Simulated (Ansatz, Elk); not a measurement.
# How far do independent atoms describe NiAg2S2?

Structure refinements treat a crystal as free atoms side by side. For a made-up structure of NiAg2S2 (cell and positions from a PBE relaxation) the runs below show what the calculated density changes in F(hkl).

Program: Elk 11.2.3 (patched build). Level of theory: DFT, PBE, all-electron APW+lo, Dirac cores, scalar-relativistic bands, static density, no spin. Results are calculated unless marked as measured.

The structure was built from a prototype and need not be the compound's stable phase.

## 1. Starting point

Symmetry: Immm, No. 71, orthorhombic system. Conventional cell: a = 3.240 Å, b = 6.694 Å, c = 7.916 Å, α = 90.00°, β = 90.00°, γ = 90.00°. Ag has 6 S at 2.83 to 2.90 Å and 2 Ni at 2.88 Å and 1 Ag at 3.16 Å nearest. Ni has 4 S at 2.23 Å nearest. Nearest to S lie 2 Ni at 2.23 Å and 6 Ag at 2.83 to 2.90 Å. Farther neighbours and most contacts between anions are not listed.

Coordinates:

```cif
data_structure
_symmetry_space_group_name_H-M 'Immm'
_symmetry_Int_Tables_number 71
_cell_length_a 3.2399
_cell_length_b 6.6939
_cell_length_c 7.9162
_cell_angle_alpha 90.000
_cell_angle_beta 90.000
_cell_angle_gamma 90.000
_cell_volume 171.68
loop_
_atom_site_label
_atom_site_type_symbol
_atom_site_symmetry_multiplicity
_atom_site_Wyckoff_symbol
_atom_site_fract_x
_atom_site_fract_y
_atom_site_fract_z
_atom_site_occupancy
Ag1 Ag 4 j 0.00000 0.50000 0.80045 1
Ni1 Ni 2 a 0.00000 0.00000 0.00000 1
S1 S 4 h 0.50000 0.77027 0.00000 1
```

## 2. Ground state and structure factors

An all-electron density is needed, since X-rays see the cores too. Task 0 finds the density and task 195 Fourier-transforms it; tshift is off so that phases refer to the origin typed.

elk.in

```
tasks
  0
  195

xctype
  20

spinpol
  .false.

rgkmax
  7.0

gmaxvr
  14.0

lmaxo
  7

lmaxapw
  8

swidth
  0.002

tshift
  .false.

ramdisk
  .false.

hmaxvr
  5.5

maxscl
  120

epspot
  1e-06

sppath
  './'

avec
  -3.06126911291 6.32484880727 7.47973554383
  3.06126911291 -6.32484880727 7.47973554383
  3.06126911291 6.32484880727 -7.47973554383

atoms
  3
  'Ag.in'
  2
  0.3004451820 0.8004451820 0.5000000000   0.000000 0.000000 0.000000
  0.6995548180 0.1995548180 0.5000000000   0.000000 0.000000 0.000000
  'Ni.in'
  1
  -0.0000000000 0.0000000000 -0.0000000000   0.000000 0.000000 0.000000
  'S.in'
  2
  0.7702702670 0.5000000000 0.2702702670   0.000000 0.000000 0.000000
  0.2297297330 0.5000000000 0.7297297330   0.000000 0.000000 0.000000

ngridk
  8 8 8
```

Started as:

```
$ OMP_NUM_THREADS=4 elk
```

Numbers of over 12 decimals in the logs are rounded to 6 here.

Output:

```text
┌─────────────────────────┐
│ Elk code version 11.2.3 │
└─────────────────────────┘

All units are atomic (Hartree, Bohr, etc.)

┌─────────────────────────────────────────────────┐
│ Ground-state run starting from atomic densities │
└─────────────────────────────────────────────────┘

Lattice vectors :
  -3.061269113       6.324848807       7.479735544
   3.061269113      -6.324848807       7.479735544
   3.061269113       6.324848807      -7.479735544

Reciprocal lattice vectors :
  0.9382251255E-18  0.4967063639      0.4200138675
   1.026238641     -0.1330257031E-16  0.4200138675
   1.026238641      0.4967063639      0.8939528520E-17

Unit cell volume      :    579.2924821
Brillouin zone volume :   0.4281951192

Muffin-tin inner radius fraction :   0.1000000000E-01

Nuclei treated as point charges

Species : 1 (Ag)
 parameters loaded from : Ag.in
 name : silver
 nuclear charge    :   -47.00000000
 electronic charge :    47.00000000
 atomic mass :    196631.6998
 muffin-tin radius :    2.600000000
 number of radial points in muffin-tin :   1193
 inner part over the whole radius :   0.9869554211E-02
 number on inner part of muffin-tin    :    849
 approximate nuclear radius :   0.8648227117E-04
 number of mesh points to nuclear radius :    425
 atomic positions (lattice), magnetic fields (Cartesian) :
  1 :   0.30044518 -0.19955482  0.50000000    0.00000000  0.00000000  0.00000000
  2 :  -0.30044518  0.19955482  0.50000000    0.00000000  0.00000000  0.00000000

Species : 2 (Ni)
 parameters loaded from : Ni.in
 name : nickel
 nuclear charge    :   -28.00000000
 electronic charge :    28.00000000
 atomic mass :    106991.5231
 muffin-tin radius :    2.176138767
 number of radial points in muffin-tin :    993
 inner part over the whole radius :   0.9918871644E-02
 number on inner part of muffin-tin    :    699
 approximate nuclear radius :   0.7325707712E-04
 number of mesh points to nuclear radius :    337
 atomic positions (lattice), magnetic fields (Cartesian) :
  1 :   0.00000000  0.00000000  0.00000000    0.00000000  0.00000000  0.00000000

Species : 3 (S)
 parameters loaded from : S.in
 name : sulphur
 nuclear charge    :   -16.00000000
 electronic charge :    16.00000000
 atomic mass :    58450.91931
 muffin-tin radius :    1.994793870
 number of radial points in muffin-tin :    793
 inner part over the whole radius :   0.9993526804E-02
 number on inner part of muffin-tin    :    553
 approximate nuclear radius :   0.6195814986E-04
 number of mesh points to nuclear radius :    252
 atomic positions (lattice), magnetic fields (Cartesian) :
  1 :  -0.22972973  0.50000000  0.27027027    0.00000000  0.00000000  0.00000000
  2 :   0.22972973  0.50000000 -0.27027027    0.00000000  0.00000000  0.00000000

Total number of atoms per unit cell :    5
Total muffin-tin volume :    256.9096325
 ratio of muffin-tin to unit cell volume :   0.4434886356

Spin treatment :
 spin-unpolarised

Number of Bravais lattice symmetries :    8
Number of crystal symmetries         :    8
Crystal has inversion symmetry
Real symmetric eigensolver will be used

k-point grid :      8     8     8
k-point offset :    0.000000000       0.000000000       0.000000000
k-point set is reduced with full crystal symmetry group
Total number of k-points :       95

Muffin-tin radius times maximum |G+k| :    7.000000000
 using average radius
Maximum |G+k| for APW functions       :    3.079433592
Maximum (1/2)|G+k|²                   :    4.741455623
Maximum |G| for potential and density :    14.00000000
Constant for pseudocharge density :    9
 order of it for each species :   16  16  16
 order of it for pair densities of each species (exact exchange by exxq0 0: 17) :   13   8   6
Radial integration step length :    1

G-vector grid sizes :     48    48    48
Number of G-vectors :    26817

Maximum angular momentum used for
 APW functions            :    8
 outer part of muffin-tin :    7
 inner part of muffin-tin :    2

Total nuclear charge    :   -154.0000000
[...]
electron entropic           :    -0.11229260892773E-02
 total energy                :     -12955.049996694

Density of states at Fermi energy :    84.59172337
 (states/Hartree/unit cell)

Estimated indirect band gap :   0.5538726010E-03
 from k-point 85 to k-point 31
Estimated direct band gap   :   0.7079240420E-02
 at k-point 61

Charges :
 core                        :    88.00000000
 valence                     :    66.00000000
 interstitial                :    7.920955820
 muffin-tins (core leakage)
  species : 1 (Ag)
   atom 1                    :    45.25060325     ( -0.3322449409E-06)
[...]
species : 2 (Ni)
[...]
species : 3 (S)
[...]
total in muffin-tins        :    146.0790442
 total calculated charge     :    153.9984472
 total charge                :    154.0000000
 error                       :   0.1552818016E-02

RMS change in Kohn-Sham potential (target) :   0.5215652514     (  0.1000000000E-05)
Absolute change in total energy (target)   :   0.5477386587     (  0.1000000000E-03)

[... loops 3 to 15 left out ...]

┌──────────────────┐
│ Loop number : 16 │
└──────────────────┘

Energies :
 Fermi                       :     0.217453
 sum of occupied eigenvalues :     -7687.5999930455
 electron kinetic            :      13473.407267421
 core electron kinetic       :      12895.669699598
 Coulomb                     :     -26013.340248247
 Coulomb potential           :     -20622.005631232
 nuclear-nuclear             :     -1551.4319279652
 electron-nuclear            :     -28341.352760803
 Hartree                     :      3879.4444405210
 Madelung                    :     -15702.337432631
 xc potential                :     -539.00162923452
 exchange                    :     -406.24682957226
 correlation                 :     -7.646759
 electron entropic           :    -0.63033047887088E-03
 total energy                :     -12953.827199406

Density of states at Fermi energy :    47.41868646
 (states/Hartree/unit cell)

Estimated indirect band gap :   0.2638657191E-03
 from k-point 73 to k-point 47
Estimated direct band gap   :   0.1219346406E-01
 at k-point 26

Charges :
 core                        :    88.00000000
 valence                     :    66.00000000
 interstitial                :    7.855368547
 muffin-tins (core leakage)
  species : 1 (Ag)
[...]
species : 2 (Ni)
[...]
species : 3 (S)
[...]
total in muffin-tins        :    146.1446315
 total calculated charge     :    153.9984131
 total charge                :    154.0000000
 error                       :   0.1586921815E-02

RMS change in Kohn-Sham potential (target) :   0.9094299961E-06 (  0.1000000000E-05)
Absolute change in total energy (target)   :   0.9150139340E-04 (  0.1000000000E-03)

Convergence targets achieved

┌──────────────────┐
│ Loop number : 17 │
└──────────────────┘

Energies :
 Fermi                       :     0.217453
 sum of occupied eigenvalues :     -7687.5999711962
 electron kinetic            :      13473.407266927
 core electron kinetic       :      12895.669685468
 Coulomb                     :     -26013.340228251
 Coulomb potential           :     -20622.005628269
 nuclear-nuclear             :     -1551.4319279652
 electron-nuclear            :     -28341.352724009
 Hartree                     :      3879.4444237230
 Madelung                    :     -15702.337414116
 xc potential                :     -539.00160985439
 exchange                    :     -406.24682863054
 correlation                 :     -7.646759
 electron entropic           :    -0.63033128342931E-03
 total energy                :     -12953.827178992

Density of states at Fermi energy :    47.41873081
 (states/Hartree/unit cell)

Estimated indirect band gap :   0.2638660681E-03
 from k-point 73 to k-point 47
Estimated direct band gap   :   0.1219340634E-01
 at k-point 26

Charges :
 core                        :    88.00000000
 valence                     :    66.00000000
 interstitial                :    7.855369713
 muffin-tins (core leakage)
  species : 1 (Ag)
[...]
species : 2 (Ni)
   atom 1                    :    26.84392938     (  0.9172964106E-03)
  species : 3 (S)
   atom 1                    :    13.84887309     (  0.2727576325E-03)
   atom 2                    :    13.84887309     (  0.2727576325E-03)
 total in muffin-tins        :    146.1446303
 total calculated charge     :    153.9984131
 total charge                :    154.0000000
 error                       :   0.1586921692E-02

┌──────────────────────────────┐
│ Self-consistent loop stopped │
└──────────────────────────────┘

Warning : core states of species 2 leak from the muffin-tin :   0.9172964106E-03

Warning : core states of species 3 leak from the muffin-tin :   0.2727576325E-03

Wrote STATE.OUT
```

It took 73 s on 4 threads of Intel Xeon Platinum 8488C (Sapphire Rapids), shared host; peak memory 0.29 GiB; 4.2 min of CPU time.

SFACRHO.OUT:

```text

h k l indices transformed by vhmat matrix:
   1.000000000       0.000000000       0.000000000    
   0.000000000       1.000000000       0.000000000    
   0.000000000       0.000000000       1.000000000    

      h      k      l  multipl.   |H|            Re(F)            Im(F)           |F|

      0      0      0      1   0.0000000       154.00000      0.57679220E-16   154.00000    
      0     -1      1      4  0.65048356       2.3248078      0.16078596E-13   2.3248078    
      1      1     -1      2  0.84002773      -16.424543     -0.56764436E-13   16.424543    
     -1      1     -1      2  0.99341273       81.667490      0.67329122E-13   81.667490    
      0      1      0      4   1.1088631       24.089405      0.15315898E-13   24.089405    
      0      0     -1      4   1.1401241      -59.139256     -0.10049123E-13   59.139256    
      0      2     -2      4   1.3009671      -61.167148     -0.62304561E-13   61.167148    
     -1     -2      2      4   1.3544084       86.350192     -0.92451929E-13   86.350192    
     -1     -1      2      8   1.4161672       78.966184     -0.10049123E-13   78.966184    
     -2      1      0      8   1.4887734       64.520207      0.70343859E-14   64.520207    
      2     -1      1      4   1.5481817      -9.2697997      0.25122807E-13   9.2697997    
      2      1     -2      4   1.6250756      -57.193965     -0.32382319E-13   57.193965    
     -2     -2      2      2   1.6800555       60.742392      0.17086693E-14   60.742392    
     -1      1     -2      4   1.8093150      -41.125247     -0.89437192E-13   41.125247    
      3      0     -1      8   1.9046626      -16.970446     -0.79388069E-13   16.970446    
      0     -3      3      4   1.9514507       65.220389     -0.12561403E-12   65.220389    
      3      1     -1      4   1.9517826       20.685033      0.41452631E-13   20.685033    
      2     -2      2      2   1.9868255       99.269456     -0.10049123E-12   99.269456
```

Elk indexes on the primitive cell of elk.in and gives |H| = 4π sin θ/λ in inverse bohr. Below, one row stands for each form hkl of the conventional cell (m members, Friedel mates merged), F is for one primitive cell and the density is static (no thermal factor). Free-atom factors are Waasmaier and Kirfel's, and R is Σm||F|−|F'||/Σm|F|.

| hkl | m | sin θ/λ (Å⁻¹) | abs F, DFT | neutral atoms | diff. |
| --- | --- | --- | --- | --- | --- |
| 011 | 4 | 0.098 | 2.325 | 2.033 | +0.292 |
| 002 | 2 | 0.126 | 16.424 | 17.005 | -0.580 |
| 020 | 2 | 0.149 | 81.668 | 81.988 | -0.320 |
| 101 | 4 | 0.167 | 24.089 | 24.260 | -0.170 |
| 110 | 4 | 0.172 | 59.139 | 59.606 | -0.467 |
| 022 | 4 | 0.196 | 61.167 | 61.331 | -0.164 |
| 013 | 4 | 0.204 | 86.350 | 86.566 | -0.216 |
| 112 | 8 | 0.213 | 78.966 | 79.181 | -0.215 |
| 121 | 8 | 0.224 | 64.520 | 64.532 | -0.012 |
| 031 | 4 | 0.233 | 9.270 | 9.246 | +0.024 |
| 103 | 4 | 0.244 | 57.194 | 57.310 | -0.116 |
| 004 | 2 | 0.253 | 60.742 | 60.962 | -0.220 |
| 130 | 4 | 0.272 | 41.125 | 41.142 | -0.017 |
| 123 | 8 | 0.286 | 16.970 | 16.888 | +0.083 |
| 033 | 4 | 0.293 | 65.220 | 65.438 | -0.217 |
| 024 | 4 | 0.293 | 20.685 | 20.776 | -0.091 |
| 040 | 2 | 0.299 | 99.269 | 99.516 | -0.247 |
| 132 | 8 | 0.300 | 77.511 | 77.679 | -0.168 |

## 3. The highest occupied states alone

An energy window below the Fermi level keeps the highest occupied states, to see at which angles they scatter; shallow core shells can lie inside it and anion s states outside. No new self-consistency is needed.

Edit elk.in of step 2 so:

```diff
@@ -1,3 +1,2 @@
 tasks
-  0
   195
@@ -40,2 +39,5 @@
 
+wsfac
+  -0.333790 0.517450
+
 sppath
```

Started as:

```
$ OMP_NUM_THREADS=4 elk
```

Output:

```text
┌─────────────────────────────────┐
│ Elk code version 11.2.3 started │
└─────────────────────────────────┘

Info(readinput): the functional depends on the density's gradient
 muffin-tin radial points multiplied by    2.00000
 (not where nrmtscf is given)

┌────────────────────┐
│ Current task : 195 │
└────────────────────┘
Info(checkmt): changed muffin-tin radius of species 2 (Ni) from   2.4000 to   2.1761
Info(checkmt): changed muffin-tin radius of species 3 (S) from   2.2000 to   1.9948

Info(sfacrho): density structure factors written to SFACRHO.OUT

 Energy window :  -0.3337900000      0.5174500000

┌──────────────────┐
│ Elk code stopped │
└──────────────────┘
```

The job ended after 8.7 s (4 threads; peak memory 0.16 GiB).

States within 15 eV below the Fermi level hold 44.00 electrons; any levels below the window count with the cores. Their amplitudes can exceed the total, where window and core parts have opposite phase:

| hkl | sin θ/λ (Å⁻¹) | abs F, window | abs F, all |
| --- | --- | --- | --- |
| 011 | 0.098 | 4.191 | 2.325 |
| 002 | 0.126 | 2.647 | 16.424 |
| 020 | 0.149 | 14.911 | 81.668 |
| 101 | 0.167 | 5.370 | 24.089 |
| 110 | 0.172 | 6.086 | 59.139 |
| 022 | 0.196 | 6.021 | 61.167 |
| 013 | 0.204 | 14.159 | 86.350 |
| 112 | 0.213 | 12.642 | 78.966 |
| 121 | 0.224 | 10.412 | 64.520 |
| 031 | 0.233 | 1.725 | 9.270 |

## 4. Another functional

The difference from free atoms is small, so it is set against the change that PBEsol makes.

Edit elk.in of step 3 so:

```diff
@@ -1,2 +1,3 @@
 tasks
+  0
   195
@@ -4,3 +5,3 @@
 xctype
-  20
+  22
 
@@ -39,5 +40,2 @@
 
-wsfac
-  -0.333790 0.517450
-
 sppath
```

Started as:

```
$ OMP_NUM_THREADS=4 elk
```

Output:

```text
┌─────────────────────────┐
│ Elk code version 11.2.3 │
└─────────────────────────┘

All units are atomic (Hartree, Bohr, etc.)

┌─────────────────────────────────────────────────┐
│ Ground-state run starting from atomic densities │
└─────────────────────────────────────────────────┘

Lattice vectors :
  -3.061269113       6.324848807       7.479735544
   3.061269113      -6.324848807       7.479735544
   3.061269113       6.324848807      -7.479735544

Reciprocal lattice vectors :
  0.9382251255E-18  0.4967063639      0.4200138675
[...]
species : 3 (S)
   atom 1                    :    13.82389841     (  0.2745289113E-03)
   atom 2                    :    13.82389841     (  0.2745289113E-03)
 total in muffin-tins        :    146.0914353
 total calculated charge     :    153.9983910
 total charge                :    154.0000000
 error                       :   0.1608951189E-02

┌──────────────────────────────┐
│ Self-consistent loop stopped │
└──────────────────────────────┘

Warning : core states of species 2 leak from the muffin-tin :   0.9355069259E-03

Warning : core states of species 3 leak from the muffin-tin :   0.2745289113E-03

Wrote STATE.OUT
[key lines of the parts left out:]
total energy                :     -12946.267588444
```

The job ended after 74 s (4 threads; peak memory 0.26 GiB).

Against the first run R = 0.03 %; the largest change is -0.054 at 022.

## 5. Basis size

A smaller basis shows how fast F responds to it; the change is likely larger than the basis error of the first run, but doesn't show convergence.

Edit elk.in of step 4 so:

```diff
@@ -5,3 +5,3 @@
 xctype
-  22
+  20
 
@@ -11,3 +11,3 @@
 rgkmax
-  7.0
+  5.5
```

Started as:

```
$ OMP_NUM_THREADS=4 elk
```

Output:

```text
┌─────────────────────────┐
│ Elk code version 11.2.3 │
└─────────────────────────┘

All units are atomic (Hartree, Bohr, etc.)

┌─────────────────────────────────────────────────┐
│ Ground-state run starting from atomic densities │
└─────────────────────────────────────────────────┘

Lattice vectors :
  -3.061269113       6.324848807       7.479735544
   3.061269113      -6.324848807       7.479735544
   3.061269113       6.324848807      -7.479735544

Reciprocal lattice vectors :
  0.9382251255E-18  0.4967063639      0.4200138675
[...]
species : 3 (S)
   atom 1                    :    13.79930636     (  0.2707095190E-03)
   atom 2                    :    13.79930636     (  0.2707095190E-03)
 total in muffin-tins        :    145.8883711
 total calculated charge     :    153.9984972
 total charge                :    154.0000000
 error                       :   0.1502801716E-02

┌──────────────────────────────┐
│ Self-consistent loop stopped │
└──────────────────────────────┘

Warning : core states of species 2 leak from the muffin-tin :   0.9163223663E-03

Warning : core states of species 3 leak from the muffin-tin :   0.2707095190E-03

Wrote STATE.OUT
[key lines of the parts left out:]
total energy                :     -12953.641216227
```

Run time: 54 s. Hardware: 4 threads; peak memory 0.25 GiB; 3.1 min of CPU time.

Against the first run R = 0.06 %; the largest change is +0.084 at 204.

## 6. Settings against the effect

| run | R against the first run (%) | R against neutral atoms, low angle (%) | wall time |
| --- | --- | --- | --- |
| PBE, rgkmax 7 | 0.00 | 0.35 | 73 s |
| PBEsol | 0.03 | 0.39 | 74 s |
| rgkmax 5.5 | 0.06 | 0.39 | 54 s |

## 7. Outcome

```
R against neutral atoms, sin θ/λ < 0.3 Å⁻¹ : 0.35 %
R against neutral atoms, 0.3 to 0.68 Å⁻¹   : 0.25 %
```

In words: Independent neutral atoms miss the calculated amplitudes by R = 0.35 % below 0.3 Å⁻¹ and 0.25 % from there to 0.68 Å⁻¹; by shells, 1.45 % below 0.15 Å⁻¹ (3 forms), 0.28 % 0.15 to 0.3 (14 forms), 0.27 % 0.3 to 0.45 (33 forms), 0.25 % above 0.45 (99 forms). Bonding, aspherical density and the tables' own atoms all enter these figures, and the runs don't part them. The largest change of an amplitude is -0.58 electrons, at 002. Weak lines can change much in proportion: 211 goes from 0.68 to 0.53. The window's part falls from 44.0 electrons at the origin to at most 2.71 between 0.45 and 0.68 Å⁻¹, where compact states inside the window still scatter. Below 0.3 Å⁻¹ the changes that finished (PBEsol and rgkmax 5.5) move F by R = 0.08 % at most, against the 0.35 % that separates it from free atoms. The k-mesh has no finished test. These runs have no spin, though d or f shells may be open. Part of the difference isn't bonding: the tables are fits to free atoms and ions calculated by other methods than this functional. Thermal motion, anomalous dispersion and extinction are left out.

[Logs are printed without paths, hosts, clocks, repeated set-up lines and the standing remarks that a program may print on its own settings, such as how far it seeks lower states.]

[Hosts, paths, dates, database ids (printed as entryN), source tags and the programs' standing remarks are cut or masked in the printed files.]
